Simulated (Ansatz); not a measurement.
# The perfect Ir wire along [100], 4 atoms a period

What gap, if any, does the Ir wire along [100], 4 atoms a period have, and how many channels would it open?

Method: DFT PBE, plane waves, PAW; relaxation of a wire's period; PAW set soft_1, in the first sound run; inputs show where later runs differ, in Ansatz 0.2.0.

## Step 1: Set-up

The cell holds 4 atoms: 4 Ir. Cell: a = 8.735 Å, b = 8.735 Å, c = 3.870 Å, α = 90.0°, β = 90.0°, γ = 90.0°. Vacuum lies along a and b. The structure's axis is c.

## Step 2: The relaxed wire

Band widths follow the bond lengths, so the wire is relaxed first. The atoms and the third cell vector are free; the box across stays fixed as vacuum. A Fermi-Dirac smearing is set since the result may be a metal. The pressure printed is a third of the stress's trace over the whole box, vacuum included; only the stress along the axis is relaxed.

Contents of input.yaml:

```yaml
crystal:
  lattice:
    - [8.735, 0.0, 0.0]
    - [0.0, 8.735, 0.0]
    - [0.0, 0.0, 3.87]
  atoms:
    - { symbol: Ir, position: [0.389238695, 0.389238695, 0.0] }
    - { symbol: Ir, position: [0.610761305, 0.610761305, 0.0] }
    - { symbol: Ir, position: [0.389238695, 0.610761305, 0.5] }
    - { symbol: Ir, position: [0.610761305, 0.389238695, 0.5] }
kpoints:
  mp_grid: { grid: [1, 1, 21] }
scf:
  occupations: { method: fermi_dirac, width: 0.05 }
hamiltonian:
  xc: pbe
  pseudopotentials: { kind: paw, azcp: { folder: soft_1 } }
relax:
  cell: { fix: [a, b, alpha, beta, gamma] }
  max_steps: 45
  f_tol: 0.03
```

Run with:

```sh
$ ansatz run input.yaml --threads 4 --pin off --max-ram 16384MiB --backend cpu --events-out ev --progress --plain --runs-dir out
```

Numbers of over 12 decimals in the logs are rounded to 6 here.

The program printed:

```text
Engine: ansatz 0.2.0, aarch64-unknown-linux-gnu
Pseudopotentials: kind: paw
Pseudopotential: Ir, paw, valence charge 17, recommended cutoff 420 eV (normal), soft_1/Ir.paw.azcp
Functional definition: PBE
  parameter kappa = 0.804
  parameter beta = 0.066725
  exchange = pbe_x(kappa = kappa, mu = beta*pi^2/3)
  correlation = pbe_c(beta = beta)
Crystal: 4 atoms, lattice volume = 295.282 Å³
Basis set: ecut = 420 eV, 5797 PW (Γ), exchange–correlation on 120×120×54 points (8 copies of the dense FFT grid, shifted against one another)
Bands: 41, of which v1, the nominal top of the filled ones, is band 34 counted from 1 (33 counted from 0)
Symmetry: 16 space group operations
Space group: P42/mcm (ITA 132), of the structure as read, at distance tolerance 6.7e-5 Å
k-points: 11 of 21
Non-local potential: Ir, projectors of the file, l = 0: 3, l = 1: 2, l = 2: 2, l = 3: 1
PAW form: soft (Blöchl's): semilocal exchange-correlation on the pseudo side does not see the compensation charge
PAW one-centre angular grid: Ir, 590 points (default); XC on 64 Gauss nodes
Initial density: superposition of atomic densities (neutral atoms: chi_scale 0, normalization atom)
Initial wavefunctions: pseudopotential atomic-orbital guess
Functional: x = pbe(κ = 0.804, μ = 0.219515), c = pbe(β = 0.066725)
SCF iter   1: F=—  HF=-47736.751648 eV  |F-HF|=—  |Δ(HF+E_count)|=         —  Δρ=3.33e-2  dr2=8.85e0  ethr=3.10e-3  ⟨swp⟩=6.5  Hψ=1758  notcnv=0
preconditioner: auto → LDOS  [metal: Δε(μ)=0.027 eV  Ē_g=3.859 eV  σ=0.050 eV  W_gap=0.13  n_scr=42 (ndim 8)  ℏωp=13.0 eV  f_vac=0.583  D(μ)=18.03/eV (n_scr^D=168)  β→1.0]
SCF iter   2: F=—  HF=-47736.688836 eV  |F-HF|=—  |Δ(HF+E_count)|=   6.28e-2  Δρ=5.07e-2  dr2=1.30e1  ethr=3.10e-3  ⟨swp⟩=3.0  Hψ=1213  notcnv=0
SCF iter   3: F=—  HF=-47734.630299 eV  |F-HF|=—  |Δ(HF+E_count)|=    2.06e0  Δρ=1.05e-2  dr2=3.82e-1  ethr=3.10e-3  ⟨swp⟩=2.9  Hψ=855  notcnv=0
SCF iter   4: F=—  HF=-47734.589364 eV  |F-HF|=—  |Δ(HF+E_count)|=   4.09e-2  Δρ=5.44e-3  dr2=1.87e-1  ethr=5.62e-4  ⟨swp⟩=2.5  Hψ=818  notcnv=0
SCF iter   5: F=—  HF=-47734.558242 eV  |F-HF|=—  |Δ(HF+E_count)|=   3.11e-2  Δρ=2.04e-3  dr2=1.64e-2  ethr=2.75e-4  ⟨swp⟩=2.3  Hψ=809  notcnv=0
SCF iter   6: F=—  HF=-47734.557159 eV  |F-HF|=—  |Δ(HF+E_count)|=   1.08e-3  Δρ=1.42e-3  dr2=4.57e-3  ethr=2.41e-5  ⟨swp⟩=2.0  Hψ=665  notcnv=0
SCF iter   7: F=—  HF=-47734.556330 eV  |F-HF|=—  |Δ(HF+E_count)|=   8.29e-4  Δρ=2.63e-4  dr2=3.95e-4  ethr=6.73e-6  ⟨swp⟩=2.1  Hψ=611  notcnv=0
SCF iter   8: F=—  HF=-47734.556368 eV  |F-HF|=—  |Δ(HF+E_count)|=   3.85e-5  Δρ=5.87e-5  dr2=1.56e-5  ethr=5.82e-7  ⟨swp⟩=2.0  Hψ=648  notcnv=0
SCF iter   9: F=—  HF=-47734.556108 eV  |F-HF|=—  |Δ(HF+E_count)|=   2.60e-4  Δρ=2.24e-5  dr2=2.30e-6  ethr=2.30e-8  ⟨swp⟩=2.0  Hψ=676  notcnv=0
SCF iter  10: F=—  HF=-47734.556108 eV  |F-HF|=—  |Δ(HF+E_count)|=   1.04e-7  Δρ=6.19e-6  dr2=1.10e-7  ethr=3.38e-9  ⟨swp⟩=2.4  Hψ=644  notcnv=0
SCF iter  11: F=-47734.556108 eV  HF=-47734.556108 eV  |F-HF|=1.23e-8  |Δ(HF+E_count)|=  1.96e-10  Δρ=3.86e-6  dr2=3.18e-8  ethr=1.47e-10  ⟨swp⟩=4.3  Hψ=1515  notcnv=0
SCF 1 converged in 11 iterations: F = -47734.556108 eV  dr2 = 3.18e-8
  greatest PAW one-centre occupation: 1.000 electrons in one spin orbital (limit 2), on the Ir atom at site 3 (counted from 0), in its partial waves of l = 0
relax step   1: F+E_penalty+E_count = -47734.55610821 eV  Δ(F+E_penalty+E_count) = +0.000e0 eV  max|allowed force component| = 2.670e0 eV/Å  Δτ_max = 0.0000 Å  P = -6.102 GPa  Ω = 295.282 Å³  fix = [a, b, alpha, beta, gamma]  reactions: a -5.638, b -5.638 GPa  (11 SCF iters, dr2 threshold 1.00e-7 eV, accepted)
Crystal: 4 atoms, lattice volume = 290.493 Å³
Basis set: ecut = 420 eV, 5661 PW (Γ), exchange–correlation on 120×120×54 points (8 copies of the dense FFT grid, shifted against one another)
Initial density: handed on by an earlier stage of this run
Initial wavefunctions: those handed on with the density
iter 1 solved again at ethr=1.27e-3 eV; its pass at ethr=3.10e-3 eV (dr2=8.62e-1 eV) is discarded
SCF iter   1: F=—  HF=-47736.052253 eV  |F-HF|=—  |Δ(HF+E_count)|=         —  Δρ=2.15e-2  dr2=8.78e-1  ethr=1.27e-3  ⟨swp⟩=1.0  Hψ=2339  notcnv=0
preconditioner: auto → LDOS  [metal: Δε(μ)=0.026 eV  Ē_g=4.578 eV  σ=0.050 eV  W_gap=0.13  n_scr=42 (ndim 8)  ℏωp=13.1 eV  f_vac=0.634  D(μ)=7.06/eV (n_scr^D=42)  β→1.0]
SCF iter   2: F=—  HF=-47736.165526 eV  |F-HF|=—  |Δ(HF+E_count)|=   1.13e-1  Δρ=1.24e-2  dr2=1.51e0  ethr=1.27e-3  ⟨swp⟩=3.0  Hψ=1109  notcnv=0
SCF iter   3: F=—  HF=-47735.850651 eV  |F-HF|=—  |Δ(HF+E_count)|=   3.15e-1  Δρ=3.31e-3  dr2=3.55e-2  ethr=1.27e-3  ⟨swp⟩=2.5  Hψ=868  notcnv=0
SCF iter   4: F=—  HF=-47735.843187 eV  |F-HF|=—  |Δ(HF+E_count)|=   7.46e-3  Δρ=5.53e-4  dr2=5.46e-4  ethr=5.22e-5  ⟨swp⟩=2.0  Hψ=786  notcnv=0
SCF iter   5: F=—  HF=-47735.843320 eV  |F-HF|=—  |Δ(HF+E_count)|=   1.33e-4  Δρ=1.20e-4  dr2=5.00e-5  ethr=8.04e-7  ⟨swp⟩=2.1  Hψ=713  notcnv=0
SCF iter   6: F=—  HF=-47735.843076 eV  |F-HF|=—  |Δ(HF+E_count)|=   2.43e-4  Δρ=2.97e-5  dr2=2.23e-6  ethr=7.35e-8  ⟨swp⟩=2.0  Hψ=666  notcnv=0
SCF iter   7: F=-47735.843078 eV  HF=-47735.843078 eV  |F-HF|=5.06e-8  |Δ(HF+E_count)|=   1.03e-6  Δρ=6.36e-6  dr2=1.52e-7  ethr=5.88e-10  ⟨swp⟩=5.1  Hψ=1798  notcnv=0
SCF 2 converged in 7 iterations: F = -47735.843078 eV  dr2 = 1.52e-7
relax step   2: F+E_penalty+E_count = -47735.84307758 eV  Δ(F+E_penalty+E_count) = -1.287e0 eV  max|allowed force component| = 1.837e0 eV/Å  Δτ_max = 0.1923 Å  P = +2.869 GPa  Ω = 290.493 Å³  energy of the carried Pulay correction = +4.070e-4 eV  fix = [a, b, alpha, beta, gamma]  reactions: a +3.391, b +3.391 GPa  (7 SCF iters, dr2 threshold 4.00e-7 eV, accepted)
Crystal: 4 atoms, lattice volume = 284.615 Å³
Basis set: ecut = 420 eV, 5565 PW (Γ), exchange–correlation on 120×120×54 points (8 copies of the dense FFT grid, shifted against one another)
iter 1 solved again at ethr=5.89e-4 eV; its pass at ethr=3.10e-3 eV (dr2=4.01e-1 eV) is discarded
SCF iter   1: F=—  HF=-47736.013561 eV  |F-HF|=—  |Δ(HF+E_count)|=         —  Δρ=1.40e-2  dr2=4.04e-1  ethr=5.89e-4  ⟨swp⟩=1.3  Hψ=2238  notcnv=0
preconditioner: auto → LDOS  [metal: Δε(μ)=0.030 eV  Ē_g=3.936 eV  σ=0.050 eV  W_gap=0.15  n_scr=42 (ndim 8)  ℏωp=13.2 eV  f_vac=0.608  D(μ)=14.51/eV (n_scr^D=130)  β→1.0]
SCF iter   2: F=—  HF=-47736.181728 eV  |F-HF|=—  |Δ(HF+E_count)|=   1.68e-1  Δρ=1.37e-2  dr2=1.30e0  ethr=5.89e-4  ⟨swp⟩=3.2  Hψ=961  notcnv=0  recentre
SCF iter   3: F=—  HF=-47735.953907 eV  |F-HF|=—  |Δ(HF+E_count)|=   2.28e-1  Δρ=4.03e-3  dr2=2.56e-2  ethr=5.89e-4  ⟨swp⟩=3.0  Hψ=842  notcnv=0
SCF iter   4: F=—  HF=-47735.950096 eV  |F-HF|=—  |Δ(HF+E_count)|=   3.81e-3  Δρ=5.26e-4  dr2=1.23e-3  ethr=3.77e-5  ⟨swp⟩=2.3  Hψ=789  notcnv=0
SCF iter   5: F=—  HF=-47735.949820 eV  |F-HF|=—  |Δ(HF+E_count)|=   2.76e-4  Δρ=1.47e-4  dr2=9.55e-5  ethr=1.81e-6  ⟨swp⟩=2.2  Hψ=651  notcnv=0
SCF iter   6: F=—  HF=-47735.949534 eV  |F-HF|=—  |Δ(HF+E_count)|=   2.86e-4  Δρ=3.93e-5  dr2=5.14e-6  ethr=1.40e-7  ⟨swp⟩=2.0  Hψ=636  notcnv=0
SCF iter   7: F=—  HF=-47735.949537 eV  |F-HF|=—  |Δ(HF+E_count)|=   2.52e-6  Δρ=1.49e-5  dr2=7.76e-7  ethr=7.56e-9  ⟨swp⟩=2.0  Hψ=662  notcnv=0
SCF iter   8: F=-47735.949537 eV  HF=-47735.949537 eV  |F-HF|=2.23e-8  |Δ(HF+E_count)|=   9.58e-8  Δρ=3.74e-6  dr2=4.16e-8  ethr=5.88e-10  ⟨swp⟩=5.0  Hψ=1667  notcnv=0
SCF 3 converged in 8 iterations: F = -47735.949537 eV  dr2 = 4.16e-8
relax step   3: F+E_penalty+E_count = -47735.94953667 eV  Δ(F+E_penalty+E_count) = -1.065e-1 eV  max|allowed force component| = 9.047e-1 eV/Å  Δτ_max = 0.0933 Å  P = -1.724 GPa  Ω = 284.615 Å³  energy of the carried Pulay correction = +9.219e-4 eV  fix = [a, b, alpha, beta, gamma]  reactions: a -1.808, b -1.808 GPa  (8 SCF iters, dr2 threshold 4.00e-7 eV, accepted)
[...]
relax step   4: F+E_penalty+E_count = -47736.04279325 eV  Δ(F+E_penalty+E_count) = -9.326e-2 eV  max|allowed force component| = 1.611e-1 eV/Å  Δτ_max = 0.0291 Å  P = -0.041 GPa  Ω = 283.708 Å³  energy of the carried Pulay correction = +1.003e-3 eV  fix = [a, b, alpha, beta, gamma]  reactions: a -0.288, b -0.288 GPa  (7 SCF iters, dr2 threshold 4.00e-7 eV, accepted)
[...]
relax step   5: F+E_penalty+E_count = -47736.05231175 eV  Δ(F+E_penalty+E_count) = -9.519e-3 eV  max|allowed force component| = 1.403e-1 eV/Å  Δτ_max = 0.0057 Å  P = -0.053 GPa  Ω = 285.628 Å³  energy of the carried Pulay correction = +8.319e-4 eV  fix = [a, b, alpha, beta, gamma]  reactions: a -0.245, b -0.245 GPa  (6 SCF iters, dr2 threshold 4.00e-7 eV, accepted)
[...]
relax step   6: F+E_penalty+E_count = -47736.04556998 eV  Δ(F+E_penalty+E_count) = +6.742e-3 eV  max|allowed force component| = 2.455e-1 eV/Å  Δτ_max = 0.0244 Å  P = +0.120 GPa  Ω = 293.038 Å³  energy of the carried Pulay correction = +1.893e-4 eV  fix = [a, b, alpha, beta, gamma]  (7 SCF iters, dr2 threshold 4.00e-7 eV, rejected (line search))
[...]
relax step   7: F+E_penalty+E_count = -47736.06113719 eV  Δ(F+E_penalty+E_count) = -8.825e-3 eV  max|allowed force component| = 5.467e-3 eV/Å  Δτ_max = 0.0119 Å  P = +0.025 GPa  Ω = 289.139 Å³  energy of the carried Pulay correction = +5.240e-4 eV  fix = [a, b, alpha, beta, gamma]  reactions: a +0.036, b +0.036 GPa  (9 SCF iters, accepted)
Initial wavefunctions: pseudopotential atomic-orbital guess (no wavefunctions were taken with the density)
iter 1 solved again at ethr=1.20e-6 eV; its pass at ethr=3.10e-3 eV (dr2=8.15e-4 eV) is discarded
SCF iter   1: F=—  HF=-47736.060676 eV  |F-HF|=—  |Δ(HF+E_count)|=         —  Δρ=3.81e-5  dr2=7.15e-7  ethr=1.20e-6  ⟨swp⟩=3.1  Hψ=2952  notcnv=0
eigensolver tolerance schedule: the retry pair's looser diagonalisation over-reported the residual by 1138.06 of it (diagonalisation noise at 0.79 of the residual, at the tolerance the schedule requests for it); recorded, not acted on — ethr = c·dr2/N_el stays at c = 1.0e-1
preconditioner: auto → LDOS  [metal: Δε(μ)=0.081 eV  Ē_g=4.180 eV  σ=0.050 eV  W_gap=0.36  n_scr=42 (ndim 8)  ℏωp=13.1 eV  f_vac=0.619  D(μ)=9.08/eV (n_scr^D=78)  β→1.0]
SCF iter   2: F=—  HF=-47736.060359 eV  |F-HF|=—  |Δ(HF+E_count)|=   3.17e-4  Δρ=1.13e-5  dr2=2.86e-7  ethr=1.05e-9  ⟨swp⟩=3.0  Hψ=1044  notcnv=0
SCF iter   3: F=—  HF=-47736.060359 eV  |F-HF|=—  |Δ(HF+E_count)|=   6.72e-8  Δρ=3.61e-6  dr2=6.95e-8  ethr=4.20e-10  ⟨swp⟩=2.5  Hψ=840  notcnv=0
SCF iter   4: F=—  HF=-47736.060359 eV  |F-HF|=—  |Δ(HF+E_count)|=   1.62e-8  Δρ=1.12e-6  dr2=4.01e-9  ethr=1.02e-10  ⟨swp⟩=2.0  Hψ=650  notcnv=0
SCF iter   5: F=—  HF=-47736.060359 eV  |F-HF|=—  |Δ(HF+E_count)|=  5.09e-10  Δρ=3.21e-7  dr2=6.30e-10  ethr=5.90e-12  ⟨swp⟩=2.2  Hψ=681  notcnv=0
SCF iter   6: F=—  HF=-47736.060359 eV  |F-HF|=—  |Δ(HF+E_count)|=  2.18e-11  Δρ=1.06e-7  dr2=7.30e-11  ethr=1.00e-12  ⟨swp⟩=2.2  Hψ=648  notcnv=0
SCF iter   7: F=-47736.060359 eV  HF=-47736.060359 eV  |F-HF|=1.46e-11  |Δ(HF+E_count)|=  7.28e-12  Δρ=2.52e-8  dr2=4.01e-12  ethr=1.00e-12  ⟨swp⟩=4.4  Hψ=1484  notcnv=0
SCF 8 converged in 7 iterations: F = -47736.060359 eV  dr2 = 4.01e-12
relax step   8: F+E_penalty+E_count = -47736.06035919 eV  Δ(F+E_penalty+E_count) = +7.780e-4 eV  max|allowed force component| = 5.678e-3 eV/Å  Δτ_max = 0.0000 Å  P = +0.029 GPa  Ω = 289.139 Å³  fix = [a, b, alpha, beta, gamma]  reactions: a +0.039, b +0.039 GPa  stress off target by 1.08e-2 GPa on what of the cell is left free  SCF on the basis re-selected at this cell (its energy is not comparable with the rows above)  (7 SCF iters)
basis re-selected at this cell: Δ(F+E_penalty+E_count) = +7.780e-4 eV, ΔP = +0.004 GPa vs the last step (what re-selecting the basis moved, of the pressure what is left beyond the Pulay correction that the steps carried, after the strain that the cell walked since its last selection, with what the two solves' SCF thresholds leave and, on support functions, any second-order correction that the steps lacked; it is no m [...]
SCF converged after 7 iterations
Free energy (F): -47736.060359 eV
Harris-Foulkes:  -47736.060359 eV  (|F-HF|=1.46e-11)
Internal energy: -47735.981627 eV  (E = F + TS)
E sigma→0 (E₀):  -47736.020993 eV
Entropy (-TS):   -0.078732 eV (-19.683 meV/atom)
Fermi energy:    1.434371 eV
--- Per-component energies (eV) ---
  E_band       = -1920.825989
  E_kinetic    = 2160.038054
  E_local      = -23540.163766  (includes V_loc(G=0)·N_el)
  E_nonlocal   = 767.848432
  E_hartree    = 10415.646849
  E_xc         = -910.234666
  E_vxc        = -1011.434075  (∫ρ·V_xc dr)
  E_paw        = -37064.505234  (= ΣΔE_a)
  E_vpaw       = -1128.409473  (= ΣTr[D̂ρ^β])
  E_aug_tail   = 0.001467  (compensation charges beyond the density's cutoff)
  E_ewald      = 435.387238
  E_smearing   = -0.078732  (= −TS)
  E_closure    = 0.000000  (closes the sum)
  Σ components = -47736.060359   (vs F -47736.060359, Δ=0.00e0)
--- Forces (eV/Å), atoms counted from 1 ---
  atom   1  Ir    -0.00567769    -0.00567769     0.00000000
  atom   2  Ir     0.00567769     0.00567769     0.00000000
  atom   3  Ir    -0.00567769     0.00567769     0.00000000
  atom   4  Ir     0.00567769    -0.00567769     0.00000000
  max |Σ_I F_I| component: 4.34e-18 eV/Å
--- Stress (GPa, compression-positive) ---
        0.038514       0.000000       0.000000
        0.000000       0.038514       0.000000
        0.000000       0.000000       0.010819
  P = ⅓ Tr σ = 0.0293 GPa (0.293 kbar)
--- Relaxed structure (7 steps of the walk, 6 accepted, 1 SCFs on fresh bases) ---
  F+E_penalty+E_count = -47736.06035919 eV   max|allowed force component| = 5.678e-3 eV/Å   (the final SCF, on the basis selected at the relaxed cell)
  cell:  # Å, volume = 289.1389 Å³
    - [8.735, 0.0, 0.0]
    - [0.0, 8.735, 0.0]
    - [0.0, 0.0, 3.789490]
  atoms:
    - { symbol: Ir, position: [0.401032, 0.401032, 0.0] }
    - { symbol: Ir, position: [0.598968, 0.598968, 0.0] }
    - { symbol: Ir, position: [0.401032, 0.598968, 0.5] }
    - { symbol: Ir, position: [0.598968, 0.401032, 0.5] }
```

Wall time 15 s (4 threads of Arm Neoverse V1, shared host); peak memory 0.63 GiB.

The steps of the relaxation:

```
step  energy less that of the first step (eV)  largest force component (eV/Å)  pressure (GPa)  volume (Å³)
   1                                   0.0000                          2.6700           -6.10       295.28
   2                                  -1.2870                          1.8367            2.87       290.49
   3                                  -1.3934                          0.9047           -1.72       284.62
   4                                  -1.4867                          0.1611           -0.04       283.71
   5                                  -1.4962                          0.1403           -0.05       285.63
   6                                  -1.4895                          0.2455            0.12       293.04
   7                                  -1.5050                          0.0055            0.03       289.14
  8*                                  -1.5043                          0.0057            0.03       289.14
```

Relaxation steps marked * repeat the geometry before them on a plane-wave basis chosen anew for their cell, so energy and pressure can jump there. Relaxation step 6 was tried and not accepted.

Forces are held to the 16 operations that the run works with; a distortion that breaks them can't arise in this run.

```
cell as run  before  after  change
      c (Å)   3.870  3.789  -2.1 %
```

The atoms that moved most (Å, along periodic axes as changes of fractional coordinates times the final cell, across vacuum about the mean position):

```
atom      dx      dy     dz  length
 Ir1   0.103   0.103  0.000   0.146
 Ir2  -0.103  -0.103  0.000   0.146
 Ir3   0.103  -0.103  0.000   0.146
 Ir4  -0.103   0.103  0.000   0.146
```

This step gave:

```yaml
energy_at_zero_smearing: -47736.0210 eV
cell_length_along_the_wire: 3.789 Å
```

The cell's length comes to 3.789 Å with spin left out.

## Step 3: The wire at its relaxed period

This step: DFT PBE, plane waves, PAW; bands of a perfect wire; PAW set soft_1 (Ansatz 0.2.0).

At the relaxed period the bands are computed along the axis; those that cross an energy going forward count the channels that a perfect wire would open there.

Contents of input.yaml:

```yaml
crystal:
  lattice:
    - [8.735, 0.0, 0.0]
    - [0.0, 8.735, 0.0]
    - [0.0, 0.0, 3.7894901]
  atoms:
    - { symbol: Ir, position: [0.401032138, 0.401032138, 0.0] }
    - { symbol: Ir, position: [0.598967862, 0.598967862, 0.0] }
    - { symbol: Ir, position: [0.401032138, 0.598967862, 0.5] }
    - { symbol: Ir, position: [0.598967862, 0.401032138, 0.5] }
kpoints:
  mp_grid: { grid: [1, 1, 22] }
  band_path: { path: ["Γ", Z], npoints: 90 }
scf:
  occupations: { method: fermi_dirac, width: 0.05 }
hamiltonian:
  xc: pbe
  pseudopotentials: { kind: paw, azcp: { folder: soft_1 } }
output:
  dos: { e_range: [-5, 4] }
  write_potential: true
  write_density: true
  volumetric_format: npy
```

The program printed:

```text
[...]
Crystal: 4 atoms, lattice volume = 289.139 Å³
Basis set: ecut = 420 eV, 5653 PW (Γ)
Bands: 41, of which v1, the nominal top of the filled ones, is band 34 counted from 1 (33 counted from 0)
Symmetry: 16 space group operations
[...]
k-points: 12 of 22
[...]
SCF iter   1: F=—  HF=-47738.690951 eV  |F-HF|=—  |Δ(HF+E_count)|=         —  Δρ=3.69e-2  dr2=1.03e1  ethr=3.10e-3  ⟨swp⟩=7.9  Hψ=2119  notcnv=0
[...]
SCF iter  10: F=-47736.060392 eV  HF=-47736.060392 eV  |F-HF|=1.33e-8  |Δ(HF+E_count)|=   5.78e-7  Δρ=3.55e-6  dr2=2.98e-8  ethr=1.47e-10  ⟨swp⟩=3.1  Hψ=1502  notcnv=0
SCF 1 converged in 10 iterations: F = -47736.060392 eV  dr2 = 2.98e-8
[...]
NSCF: frozen V_eff on 91 k-points
WARN: The output density's exchange-correlation potential varies sharply where the density is thin. Do not read a vacuum level from v_tot or v_xc, or from such a field of the output density. On a cell that repeats whose density bears no net charge and no dipole along the vacuum's axis use v_es (v_loc + v_h of the components); under efield.dipole_correction with no amplitude use v_es + v_field, which holds any externa [...]
SCF converged after 10 iterations
Free energy (F): -47736.060392 eV
[...]
Internal energy: -47735.981874 eV  (E = F + TS)
E sigma→0 (E₀):  -47736.021133 eV
Entropy (-TS):   -0.078518 eV (-19.629 meV/atom)
Fermi energy:    1.431840 eV
[...]
--- Band table (eV; the first three rows and the last of 12) ---
  k-point 0: bands = [... 30 lower, 1.0333, 1.2043, 1.2043, 1.2196, 1.3679, 1.3679, 1.5896, 1.5896, ... 3 higher]
  k-point 1: bands = [... 30 lower, 1.0355, 1.1526, 1.1526, 1.2763, 1.4195, 1.4195, 1.5850, 1.5850, ... 3 higher]
  k-point 2: bands = [... 30 lower, 1.0420, 1.0787, 1.0787, 1.3889, 1.4981, 1.4981, 1.5782, 1.5782, ... 3 higher]
  k-point 11: bands = [... 30 lower, 0.1871, 0.1871, 1.0364, 1.0364, 1.8172, 1.8172, 1.9060, 1.9060, ... 3 higher]
```

Run time: 8.7 s. Hardware: 4 threads; peak memory 0.81 GiB; 34 s of CPU time.

In the SCF lines HF is the Harris–Foulkes energy and dr2 the Hartree energy of the density residual, in eV; the loop may stop once dr2 is under the threshold and the program's other checks hold. Hψ counts applications of the Hamiltonian.

Numbers from this step:

| Item | Value |
| --- | --- |
| energy at zero smearing | -47736.0211 eV |
| band gap | 0 eV |

Electronic bands along the path, in eV, zero at the Fermi level:

```
  point  band 31  band 32  band 33  band 34  band 35  band 36  band 37  band 38
      Γ    -0.40    -0.23    -0.23    -0.21    -0.06    -0.06     0.16     0.16
halfway    -0.41    -0.41    -0.35     0.05     0.20     0.20     0.23     0.57
      Z    -1.24    -1.24    -0.40    -0.40     0.39     0.39     0.47     0.47
```

Between Γ and Z the bands cross the Fermi level 4 times, so a perfect wire would conduct at least 4 G₀, with spin left out.

## Step 4: Results

| Property | Result |
| --- | --- |
| cell length, PBE | 3.789 Å |
| ballistic conductance by band crossings, a lower bound, PBE | 4 G₀ |

What this shows: Under PBE the cell's length is 3.79 Å, and the bands cross the Fermi level 4 times between Γ and Z, which gives a perfect wire at least 4 G₀ (opposite crossings within one step of the path cancel in such a count). No spin was allowed, though thin wires with open d shells can turn magnetic. Spin-orbit coupling is left out, which matters for the bands of heavy atoms.

[Logs are printed without paths, hosts, clocks, repeated set-up lines and the standing remarks that a program may print on its own settings, such as how far it seeks lower states.]

[Hosts, paths, dates, database ids (printed as entryN), source tags and the programs' standing remarks are cut or masked in the printed files.]
